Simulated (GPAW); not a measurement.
**How C absorbs and reflects light**

Aim: the dielectric function of C, and the optical constants that follow from it.

Method: DFT, PBE, plane-wave PAW (GPAW data sets), scalar-relativistic, RPA, optical limit, in GPAW 26.7.0.

## 1. The starting structure

Symmetry: Fd-3m, No. 227, cubic system. Conventional cell: a = 3.567 Å, b = 3.567 Å, c = 3.567 Å, α = 90.00°, β = 90.00°, γ = 90.00°. C has 4 C at 1.54 Å nearest.

## 2. Ground state

The self-consistent density comes first; it also tells whether there is a gap, which decides the occupations and the need for a Drude term.

This step: DFT, PBE, plane-wave PAW (GPAW data sets), scalar-relativistic, ground state (GPAW 26.7.0).

Input file gs.py:

```python
from ase import Atoms
from ase.dft.bandgap import bandgap
from gpaw import GPAW, PW, FermiDirac

atoms = Atoms(['C', 'C'],
              cell=[[0.000000000000, 1.783370000000, 1.783370000000],
                    [1.783370000000, 0.000000000000, 1.783370000000],
                    [1.783370000000, 1.783370000000, 0.000000000000]],
              scaled_positions=[[0.750000000000, 0.750000000000, 0.750000000000],
                                [0.500000000000, 0.500000000000, 0.500000000000]],
              pbc=[True, True, True])
atoms.calc = GPAW(mode=PW(500), xc='PBE', kpts={'size': (11, 11, 11), 'gamma': True},
                  occupations=FermiDirac(0.05), maxiter=150, txt='gs.txt')
print('energy (eV)', atoms.get_potential_energy())
print('Fermi level (eV)', atoms.calc.get_fermi_level())
print('valence electrons', atoms.calc.get_number_of_electrons())
print('gap (eV)', bandgap(atoms.calc, output=None)[0])
print('direct gap (eV)', bandgap(atoms.calc, direct=True, output=None)[0])
atoms.calc.write('gs.gpw')
```

Command:

```console
> OMP_NUM_THREADS=1 python gs.py
```

Input file nscf.py:

```python
from ase.dft.bandgap import bandgap
from gpaw import GPAW, FermiDirac

calc = GPAW('gs.gpw').fixed_density(kpts={'size': (17, 17, 17), 'gamma': True}, nbands=19, convergence={'bands': 13},
                                    occupations=FermiDirac(0.001), txt='nscf.txt')
print('gap (eV)', bandgap(calc, output=None)[0])
print('direct gap (eV)', bandgap(calc, direct=True, output=None)[0])
print('top band over the Fermi level (eV)', min(calc.get_eigenvalues(kpt=k)[12] for k in range(len(calc.get_ibz_k_points()))) - calc.get_fermi_level())
calc.write('full.gpw', mode='all')
```

Input file df.py:

```python
from gpaw.response.df import DielectricFunction

df = DielectricFunction('full.gpw', frequencies={'type': 'nonlinear', 'domega0': 0.03, 'omega2': 8},
                        ecut=50,
                        eta=0.15,
                        nbands=13,
                        txt='df.txt')
for direction in ['x']:
    df.get_dielectric_function(xc='RPA', direction=direction, filename=f'df_{direction}.csv')
```

Q: Predict the electronic dielectric constant ε∞, mean over x, y and z (RPA).

At this level (PBE, RPA) C has ε∞ = 5.78 and n = 2.41 at 1550 nm, and Im ε peaks at 11.1 eV. On the mesh the gap is 4.13 eV and the least direct gap 5.60 eV, so on this mesh the band edges lie at different points. Local fields change the static value along x from 5.92 to 5.78 (-2 %).

```
electronic dielectric constant ε∞, mean over x, y and z (by symmetry where fewer were run) (RPA) : 5.78
main peak of Im epsilon, first axis                                                              : 11.1 eV
```

Distinct maxima of Im ε, read by a parabola through the highest points, lie at 6.75 eV (3.4), 11.07 eV (22), 11.70 eV (22) and 13.57 eV (9.2). Excitons and phonon-assisted transitions are missing; PBE gaps are as a rule too small, which pulls the onset down and ε∞ up. The sum runs over mesh points, so small or evenly spaced maxima can still be ripples of the mesh.

[Machine, clock and banner lines and Python warnings are left out of the logs.]

[Logs are printed without paths, hosts, clocks, repeated set-up lines and the standing remarks that a program may print on its own settings, such as how far it seeks lower states.]

[Hosts, paths, dates, database ids (printed as entryN), source tags and the programs' standing remarks are cut or masked in the printed files.]
